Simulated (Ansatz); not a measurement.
# BaIBr (Pnma): a band-gap study from r2SCAN to G0W0 at the band limit, part 2 of 3

Wanted: the gap of BaIBr (Pnma) by functionals, hybrids and G0W0, carried to the basis limit, with what remains uncertain.

Ansatz 0.2.0; density functionals, hybrids, G0W0, plane waves, PAW. Known limits of the many-body steps: not at the basis limit; no spin-orbit coupling; coarse k mesh.

So far. Step 4 (r2SCAN+SOC): The gap stands −0.26 eV against r2SCAN. Step 5 (PBE0): The gap stands +1.21 eV against r2SCAN.

In doubt: masses and optical values from hybrid runs of this build are listed as unsure (step 11), which bears on the screening that GW takes from such a start.

## 6. Dielectric tensor

The response to a uniform field gives ε∞, a yardstick for the screening that GW builds on its mesh.

This step: dielectric response by perturbation theory, r2SCAN, plane waves, PAW.

Contents of input.yaml:

```yaml
crystal:
  lattice:
    - [8.81446039, 0.0, 0.0]
    - [0.0, 5.12429103, 0.0]
    - [0.0, 0.0, 10.19167839]
  atoms:
    - { symbol: Ba, position: [0.72882454, 0.25, 0.37513703] }
    - { symbol: Ba, position: [0.27117546, 0.75, 0.62486297] }
    - { symbol: Ba, position: [0.77117546, 0.75, 0.87513703] }
    - { symbol: Ba, position: [0.22882454, 0.25, 0.12486297] }
    - { symbol: I, position: [0.47161056, 0.25, 0.83177655] }
    - { symbol: I, position: [0.52838944, 0.75, 0.16822345] }
    - { symbol: I, position: [0.02838944, 0.75, 0.33177655] }
    - { symbol: I, position: [0.97161056, 0.25, 0.66822345] }
    - { symbol: Br, position: [0.8564719, 0.25, 0.06668585] }
    - { symbol: Br, position: [0.1435281, 0.75, 0.93331415] }
    - { symbol: Br, position: [0.6435281, 0.75, 0.56668585] }
    - { symbol: Br, position: [0.3564719, 0.25, 0.43331415] }
kpoints:
  mp_grid: { grid: [4, 4, 2] }
hamiltonian:
  xc: r2scan
scf:
  occupations: { method: fixed }
dielectric: {}
```

On the command line:

```console
$ ansatz run input.yaml --threads 32 --pin off --max-ram 129024MiB --backend cuda --events-out ev --progress --plain --runs-dir out --devices 1 --max-vram 157GiB
```

Numbers of over 12 decimals in the logs are rounded to 6 here.

Output:

```text
GPUs: using 1 of 1 available (devices: 1).
[...]
GPU FFT provider: cuFFT
GPU libraries: cuBLAS 13.8.1, cuFFT 12.4.0, cuSOLVER 12.3.2
[...]
Crystal: 12 atoms, lattice volume = 460.336 Å³
Basis set: ecut = 500 eV, 11719 PW (Γ), exchange–correlation on 288×160×320 points (64 copies of the dense FFT grid, shifted against one another)
Bands: 82, of which v1, the nominal top of the filled ones, is band 68 counted from 1 (67 counted from 0)
Symmetry: 8 space group operations
k-points: 20 of 32 (irreducible under 1 space group operation, time reversal used)
[...]
GPU buffer pool allocated for 230400 grid points (all kernels)
GPU transforms: local potential: pruned to the plane-wave sphere, on 72×40×75; band sums: pruned to the plane-wave sphere, on 72×40×80
[...]
SCF iter   1: F=—  HF=-65169.541003 eV  |F-HF|=—  |Δ(HF+E_count)|=         —  Δρ=3.47e-3  dr2=1.01e-1  dr2_τ=2.06e-2  ethr=1.77e-3  ⟨swp⟩=8.5  Hψ=6950  notcnv=0  defer=220
[...]
SCF iter   9: F=-65169.666642 eV  HF=-65169.666642 eV  |F-HF|=1.46e-11  |Δ(HF+E_count)|=  1.46e-11  Δρ=7.48e-8  dr2=2.01e-11  dr2_τ=1.36e-12  ethr=1.00e-12  ⟨swp⟩=18.8  Hψ=10587  notcnv=0
SCF 1 converged in 9 iterations: F = -65169.666642 eV  dr2 = 2.01e-11
[...]
the response reads at least the filled bands of the reference SCF and the lowest empty band at each k-point, and that SCF's band table does not vouch for those bands. The notice of the band table in this run's record says why
[...]
GPU transforms: band sums: pruned to the plane-wave sphere, on 72×40×80
Eigensolver: Dense (12 Hₖ)
[...]
SCF 1 converged in 4 iterations: F = -65169.323931 eV  dr2 = 9.18e-8
[...]
SCF converged after 9 iterations
Free energy (F): -65169.666642 eV
[...]
Internal energy: -65169.666642 eV  (E = F + TS)
E sigma→0 (E₀):  -65169.666642 eV
Fermi energy:    4.735996 eV
[...]
--- Band table (eV; the first three rows and the last of 20) ---
[... rows of the band table ...]
--- Dielectric response (ions clamped): 3 representative field directions + reference, inside a basis on a mesh of 96 k-points (Σ response iterations 12) ---
  ε∞ (high-frequency dielectric tensor):
        3.756676     0.000000    -0.000000
        0.000000     3.768505     0.000000
       -0.000000     0.000000     3.760633
  Born effective charges Z* (e; rows j = field, columns β = displacement):
    site 0:
         2.69591    0.00000   -0.00560
         0.00000    2.74032    0.00000
        -0.04036    0.00000    2.72585
    site 1:
         2.69591    0.00000   -0.00560
         0.00000    2.74032    0.00000
[...]
site 2:
[...]
site 3:
[...]
site 4:
[...]
site 5:
[...]
site 6:
[...]
site 7:
[...]
site 8:
[...]
site 9:
[...]
site 10:
[...]
0.10055   -0.00000   -1.55767
    site 11:
        -1.32968    0.00000    0.09160
         0.00000   -1.32344   -0.00000
         0.10055   -0.00000   -1.55767
  Z* charge neutrality: 2.846e-2 e pre-enforcement
  solved inside a basis spanned on kpoints, on 4×6×4 k-points, taken by the longest dipole's decay: ε∞ is read to err by 2.3e-2, Z* by 1.0e-1 e (field_mesh: kpoints solves on kpoints); Z* is corrected for what the basis lacks
```

Wall time 16 s (1 × NVIDIA GB200 with 32 threads of Arm Neoverse V2, shared host); peak memory 7.2 GiB; 3.7 min of CPU time.

Numbers from this step:

| Property | Result |
| --- | --- |
| stated error of ε∞ | 0.023 |

One over ε∞ averages 0.27, near the quarter of exact exchange in PBE0.

High-frequency dielectric tensor:

```
3.76 0.00 0.00
0.00 3.77 0.00
0.00 0.00 3.76
```

## 7. G0W0, 2×4×2 mesh, 225 empty bands, screening to 36 eV

G0W0 replaces the xc potential by the self-energy, built once from these orbitals. Only a window of levels is corrected, while the sums run over the empty bands that the input names.

This step: G0W0 on r2SCAN, plane waves, PAW.

input.yaml, as its differences from that of step 6:

```diff
@@ -19,3 +19,3 @@
 kpoints:
-  mp_grid: { grid: [4, 4, 2] }
+  mp_grid: { grid: [2, 4, 2] }
 hamiltonian:
@@ -24,2 +24,7 @@
   occupations: { method: fixed }
-dielectric: {}
+gw:
+  n_empty_bands: 225
+  ecut_chi: 36
+  qp_bands: [v2, c2]
+  qp_kpoints: band_edges
+  screening: { model: contour_deformation }
```

Output:

```text
GPUs: using 1 of 1 available (devices: 1).
[...]
GPU FFT provider: cuFFT
GPU libraries: cuBLAS 13.8.1, cuFFT 12.4.0, cuSOLVER 12.3.2
[...]
Crystal: 12 atoms, lattice volume = 460.336 Å³
Basis set: ecut = 500 eV, 11719 PW (Γ), exchange–correlation on 288×160×300 points (64 copies of the dense FFT grid, shifted against one another)
[...]
1    70      9.2005    -5.4348    -3.1597    -9.4909  0.8368    10.1051    10.0970  root
[...]
11    67      4.3556   -17.7726     2.3614   -14.9308  0.8122     3.8726     3.8752  root
    11    68      4.3556   -17.7726     2.3614   -14.9308  0.8122     3.8726     3.8752  root
    11    69     10.3159    -6.2493    -3.3353   -10.6664  0.8310    11.4111    11.3977  root
    11    70     10.3159    -6.2493    -3.3353   -10.6664  0.8310    11.4111    11.3977  root
[key lines of the parts left out:]
SCF converged after 6 iterations
Free energy (F): -65169.665023 eV
Fermi energy:    4.736177 eV
```

The job ended after 9.5 s (1 × NVIDIA GB200 with 32 threads; peak memory 3.6 GiB; 32 s of CPU time).

Numbers from this step:

* bands summed: 293
* RPA ε∞ on this mesh (eigenvalues): 3.395, 3.399, 3.399
* plane waves in the screening matrix: 213
* G0W0 gap on the mesh: 5.227 eV
* k of the valence top: 0, 0, 0
* k of the conduction bottom: 0, 0, 0
* starting gap on the mesh: 3.992 eV
* least direct G0W0 gap on the computed points: 5.227 eV

The gap on the mesh goes from 3.99 eV to 5.23 eV, a correction of +1.23 eV. Between the two edge states, bare exchange in place of the xc potential would open the gap by 6.63 eV, and correlation takes back 5.40 eV.

## 8. G0W0, 2×4×2 mesh, 638 empty bands, screening to 72 eV

Bands and screening cutoff are moved together, since each hides the error of the other.

input.yaml, as its differences from that of step 7:

```diff
@@ -25,4 +25,4 @@
 gw:
-  n_empty_bands: 225
-  ecut_chi: 36
+  n_empty_bands: 638
+  ecut_chi: 72
   qp_bands: [v2, c2]
```

Output:

```text
GPUs: using 1 of 1 available (devices: 1).
[...]
GPU FFT provider: cuFFT
GPU libraries: cuBLAS 13.8.1, cuFFT 12.4.0, cuSOLVER 12.3.2
[...]
Crystal: 12 atoms, lattice volume = 460.336 Å³
Basis set: ecut = 500 eV, 11719 PW (Γ), exchange–correlation on 288×160×300 points (64 copies of the dense FFT grid, shifted against one another)
[...]
1    70      9.2005    -5.4348    -3.4436    -9.4909  0.8338     9.8167     9.8131  root
[...]
11    67      4.3556   -17.7726     1.9898   -14.9308  0.8052     3.4953     3.5036  root
    11    68      4.3556   -17.7726     1.9898   -14.9308  0.8052     3.4953     3.5036  root
    11    69     10.3159    -6.2493    -3.6774   -10.6664  0.8271    11.0615    11.0556  root
    11    70     10.3159    -6.2493    -3.6774   -10.6664  0.8271    11.0615    11.0556  root
[key lines of the parts left out:]
SCF converged after 6 iterations
Free energy (F): -65169.665023 eV
Fermi energy:    4.736177 eV
```

Run time: 18 s. Hardware: 1 × NVIDIA GB200 with 32 threads; peak memory 6.5 GiB.

Numbers from this step:

```
bands summed                                 : 706
RPA ε∞ on this mesh (eigenvalues)            : 3.375, 3.375, 3.376
plane waves in the screening matrix          : 629
G0W0 gap on the mesh                         : 5.359 eV
k of the valence top                         : 0, 0, 0
k of the conduction bottom                   : 0, 0, 0
starting gap on the mesh                     : 3.992 eV
least direct G0W0 gap on the computed points : 5.359 eV
```

Against the run with 2×4×2 mesh, 225 empty bands, screening to 36 eV, the gap moves by +0.13 eV.

## 9. G0W0, 2×4×2 mesh, 1374 empty bands, screening to 120 eV

input.yaml, as its differences from that of step 8:

```diff
@@ -25,4 +25,4 @@
 gw:
-  n_empty_bands: 638
-  ecut_chi: 72
+  n_empty_bands: 1374
+  ecut_chi: 120.0
   qp_bands: [v2, c2]
```

Output:

```text
GPUs: using 1 of 1 available (devices: 1).
[...]
GPU FFT provider: cuFFT
GPU libraries: cuBLAS 13.8.1, cuFFT 12.4.0, cuSOLVER 12.3.2
[...]
Crystal: 12 atoms, lattice volume = 460.336 Å³
Basis set: ecut = 500 eV, 11719 PW (Γ), exchange–correlation on 288×160×300 points (64 copies of the dense FFT grid, shifted against one another)
Bands: 82, of which v1, the nominal top of the filled ones, is band 68 counted from 1 (67 counted from 0)
Symmetry: 8 space group operations
[...]
k-points: 12 of 16
[...]
GPU buffer pool allocated for 216000 grid points (all kernels)
[...]
SCF iter   1: F=—  HF=-65169.539360 eV  |F-HF|=—  |Δ(HF+E_count)|=         —  Δρ=3.48e-3  dr2=1.01e-1  dr2_τ=2.06e-2  ethr=1.77e-3  ⟨swp⟩=8.4  Hψ=4063  notcnv=0  defer=134
[...]
SCF iter   6: F=-65169.665023 eV  HF=-65169.665023 eV  |F-HF|=3.48e-8  |Δ(HF+E_count)|=   1.82e-6  Δρ=3.96e-6  dr2=5.81e-8  dr2_τ=1.15e-8  ethr=7.35e-11  ⟨swp⟩=17.5  Hψ=7176  notcnv=0
SCF 1 converged in 6 iterations: F = -65169.665023 eV  dr2 = 5.81e-8
[...]
G₀W₀ screening: q 1/12
[... further progress lines ...]
SCF converged after 6 iterations
Free energy (F): -65169.665023 eV
[...]
Internal energy: -65169.665023 eV  (E = F + TS)
E sigma→0 (E₀):  -65169.665023 eV
Fermi energy:    4.736177 eV
[...]
--- Band table (eV; the first three rows and the last of 12) ---
[... rows of the band table ...]
[...]
0    67      4.5995   -18.2944     1.7145   -15.4943  0.8045     3.5004     3.5138  root
     0    68      4.7362   -18.0759     1.6460   -15.3440  0.8056     3.6370     3.6503  root
     0    69      8.7285    -5.0762    -3.4543    -8.9750  0.8366     9.1749     9.1731  root
     0    70      9.3709    -5.5688    -3.5947    -9.6491  0.8329     9.8588     9.8565  root
     1    67      4.4807   -18.1844     1.7386   -15.3511  0.8037     3.3722     3.3860  root
     1    68      4.4807   -18.1844     1.7386   -15.3511  0.8037     3.3722     3.3860  root
     1    69      9.2005    -5.4348    -3.5687    -9.4909  0.8326     9.6903     9.6880  root
     1    70      9.2005    -5.4348    -3.5687    -9.4909  0.8326     9.6903     9.6880  root
     2    67      4.3616   -17.7989     1.7211   -14.9671  0.8032     3.2364     3.2510  root
     2    68      4.5312   -17.6585     1.6659   -14.8852  0.8041     3.4094     3.4238  root
     2    69      9.3029    -5.4501    -3.6007    -9.5480  0.8327     9.8025     9.8001  root
     2    70      9.7584    -5.8658    -3.7647   -10.1718  0.8287    10.3027    10.2997  root
     3    67      4.5443   -17.9468     1.6812   -15.1695  0.8044     3.4344     3.4482  root
     3    68      4.5443   -17.9468     1.6812   -15.1695  0.8044     3.4344     3.4482  root
     3    69      9.6624    -5.7065    -3.6987    -9.9295  0.8298    10.1895    10.1867  root
     3    70      9.6624    -5.7065    -3.6987    -9.9295  0.8298    10.1895    10.1867  root
     4    67      4.3222   -17.9444     1.7907   -15.0419  0.8017     3.1956     3.2105  root
     4    68      4.3222   -17.9444     1.7907   -15.0419  0.8017     3.1956     3.2105  root
     4    69      9.9953    -6.1418    -3.7445   -10.4080  0.8288    10.5197    10.5170  root
     4    70      9.9953    -6.1418    -3.7445   -10.4080  0.8288    10.5197    10.5170  root
     5    67      4.4593   -17.6795     1.6813   -14.8920  0.8035     3.3387     3.3531  root
     5    68      4.4593   -17.6795     1.6813   -14.8920  0.8035     3.3387     3.3531  root
     5    69     10.0060    -6.0123    -3.7365   -10.3027  0.8297    10.5629    10.5599  root
     5    70     10.0060    -6.0123    -3.7365   -10.3027  0.8297    10.5629    10.5599  root
[...]
10    67      4.3158   -17.7820     1.7472   -14.9229  0.8024     3.1891     3.2039  root
    10    68      4.3158   -17.7820     1.7472   -14.9229  0.8024     3.1891     3.2039  root
    10    69     10.2129    -6.2372    -3.8216   -10.6210  0.8266    10.7784    10.7751  root
    10    70     10.2129    -6.2372    -3.8216   -10.6210  0.8266    10.7784    10.7751  root
    11    67      4.3556   -17.7726     1.7329   -14.9308  0.8028     3.2322     3.2467  root
    11    68      4.3556   -17.7726     1.7329   -14.9308  0.8028     3.2322     3.2467  root
    11    69     10.3159    -6.2493    -3.8328   -10.6664  0.8256    10.9039    10.9003  root
    11    70     10.3159    -6.2493    -3.8328   -10.6664  0.8256    10.9039    10.9003  root
```

The job ended after 42 s (1 × NVIDIA GB200 with 32 threads; peak memory 11 GiB).

This step gave:

- bands summed: 1442
- RPA ε∞ on this mesh (eigenvalues): 3.372, 3.373, 3.373
- plane waves in the screening matrix: 1361
- q-points in the mesh: 16
- G0W0 gap on the mesh: 5.523 eV
- k of the valence top: 0, 0, 0
- k of the conduction bottom: 0, 0, 0
- starting gap on the mesh: 3.992 eV
- Z at the valence top: 0.8056
- Z at the conduction bottom: 0.8366
- least direct G0W0 gap on the computed points: 5.523 eV

Against the run with 2×4×2 mesh, 638 empty bands, screening to 72 eV, the gap moves by +0.16 eV.

Limits: finite bands, cutoff and mesh; no spin-orbit coupling. v1 is the top filled band, c1 the lowest empty one. The levels before and after the correction (eV, zero at the valence-band top of each column):

```
           conduction bottom  valence top
Kohn-Sham               3.99         0.00
     G0W0               5.52         0.00
```

```
           level  occupation  energy (eV)
Kohn-Sham   Γ v2           2       -0.137
Kohn-Sham   Γ v1           2        0.000
Kohn-Sham   Γ c1           0        3.992
Kohn-Sham   Γ c2           0        4.635
     G0W0   Γ v2           2       -0.136
     G0W0   Γ v1           2        0.000
     G0W0   Γ c1           0        5.523
     G0W0   Γ c2           0        6.206
```

The parts of the quasiparticle energy at the two band edges (eV; QP = start + Σx + Σc − Vxc):

```csv
run,edge,start,Σx,Σc,Vxc,Z,QP
293 bands,valence top,4.74,-18.08,2.31,-15.34,0.82,4.32
293 bands,conduction bottom,8.73,-5.08,-3.08,-8.97,0.84,9.54
706 bands,valence top,4.74,-18.08,1.92,-15.34,0.81,3.92
706 bands,conduction bottom,8.73,-5.08,-3.34,-8.97,0.84,9.28
1442 bands,valence top,4.74,-18.08,1.65,-15.34,0.81,3.65
1442 bands,conduction bottom,8.73,-5.08,-3.45,-8.97,0.84,9.17
```

## 10. G0W0@r2SCAN, 2×2×2 mesh, 638 empty bands, screening to 72 eV

Only the mesh changes. It samples the long-range screening, which converges on its own terms. Bands and cutoff differ from the step before, so it is read against an earlier run that matches them.

input.yaml, as its differences from that of step 9:

```diff
@@ -19,3 +19,3 @@
 kpoints:
-  mp_grid: { grid: [2, 4, 2] }
+  mp_grid: { grid: [2, 2, 2] }
 hamiltonian:
@@ -25,4 +25,4 @@
 gw:
-  n_empty_bands: 1374
-  ecut_chi: 120.0
+  n_empty_bands: 638
+  ecut_chi: 72
   qp_bands: [v2, c2]
```

Output:

```text
GPUs: using 1 of 1 available (devices: 1).
[...]
GPU FFT provider: cuFFT
GPU libraries: cuBLAS 13.8.1, cuFFT 12.4.0, cuSOLVER 12.3.2
[...]
Crystal: 12 atoms, lattice volume = 460.336 Å³
Basis set: ecut = 500 eV, 11719 PW (Γ), exchange–correlation on 288×160×300 points (64 copies of the dense FFT grid, shifted against one another)
[...]
1    70      9.2014    -5.4143    -3.4701    -9.4901  0.8325     9.8107     9.8071  root
[...]
7    67      4.3592   -17.7667     1.9983   -14.9226  0.8047     3.5052     3.5134  root
     7    68      4.3592   -17.7667     1.9983   -14.9226  0.8047     3.5052     3.5134  root
     7    69     10.3158    -6.2460    -3.6913   -10.6687  0.8262    11.0530    11.0472  root
     7    70     10.3158    -6.2460    -3.6913   -10.6687  0.8262    11.0530    11.0472  root
[key lines of the parts left out:]
SCF converged after 6 iterations
Free energy (F): -65169.630195 eV
Fermi energy:    4.740438 eV
```

Wall time 9.1 s (1 × NVIDIA GB200 with 32 threads); peak memory 4.9 GiB.

Numbers from this step:

```
bands summed                                 : 706
RPA ε∞ on this mesh (eigenvalues)            : 3.379, 3.385, 3.443
plane waves in the screening matrix          : 629
G0W0 gap on the mesh                         : 5.337 eV
k of the valence top                         : 0, 0, 0
k of the conduction bottom                   : 0, 0, 0
starting gap on the mesh                     : 3.989 eV
least direct G0W0 gap on the computed points : 5.337 eV
```

Against the run with 2×4×2 mesh, 638 empty bands, screening to 72 eV, the gap moves by −0.02 eV.

## 11. G0W0@HSE06, 2×4×2 mesh, 638 empty bands, screening to 72 eV

The same correction from a different start measures what one shot leaves open.

This step: G0W0 on HSE06, plane waves, PAW.

input.yaml, as its differences from that of step 10:

```diff
@@ -19,5 +19,5 @@
 kpoints:
-  mp_grid: { grid: [2, 2, 2] }
+  mp_grid: { grid: [2, 4, 2] }
 hamiltonian:
-  xc: r2scan
+  xc: hse06
 scf:
```

Output:

```text
GPUs: using 1 of 1 available (devices: 1).
[...]
Crystal: 12 atoms, lattice volume = 460.336 Å³
Basis set: ecut = 420 eV, 8947 PW (Γ)
Bands: 82, of which v1, the nominal top of the filled ones, is band 68 counted from 1 (67 counted from 0)
Symmetry: 8 space group operations
[...]
k-points: 12 of 16
[...]
1    68      4.0853   -18.1210     1.8723   -15.7019  0.8177     3.5357     3.5386  root
     1    69      9.3469    -5.2087    -3.3677    -9.0796  0.8436     9.8523     9.8502  root
     1    70      9.3469    -5.2087    -3.3677    -9.0796  0.8436     9.8523     9.8502  root
[...]
11    67      3.9547   -17.7008     1.8540   -15.2761  0.8167     3.3809     3.3841  root
    11    68      3.9547   -17.7008     1.8540   -15.2761  0.8167     3.3809     3.3841  root
    11    69     10.4530    -5.9744    -3.5631   -10.1616  0.8385    11.0806    11.0770  root
    11    70     10.4530    -5.9744    -3.5631   -10.1616  0.8385    11.0806    11.0770  root
```

It took 67 s on 1 × NVIDIA GB200 with 32 threads; peak memory 4.4 GiB; 3.9 min of CPU time.

This step gave:

* bands summed: 706
* RPA ε∞ on this mesh (eigenvalues): 3.214, 3.217, 3.218
* plane waves in the screening matrix: 629
* G0W0 gap on the mesh: 5.496 eV
* k of the valence top: 0, 0, 0
* k of the conduction bottom: 0, 0, 0
* starting gap on the mesh: 4.506 eV
* least direct G0W0 gap on the computed points: 5.496 eV

Against the run with 2×4×2 mesh, 638 empty bands, screening to 72 eV on r2SCAN, the gap moves by +0.14 eV, while the start moved by +0.51 eV.

[end of part 2 of 3]

[Paths, hosts, dates, memory and timing lines, banners, echoed tables and standing remarks are left out of the program output.]

[Logs are printed without paths, hosts, clocks, repeated set-up lines and the standing remarks that a program may print on its own settings, such as how far it seeks lower states.]

[Runs of the session that timed out or met a known fault of the program may be left out.]

[Cells called generated may have been cut or substituted from an entry of the Crystallography Open Database or the Materials Project.]

[Hosts, paths, dates, database ids (printed as entryN), source tags and the programs' standing remarks are cut or masked in the printed files.]
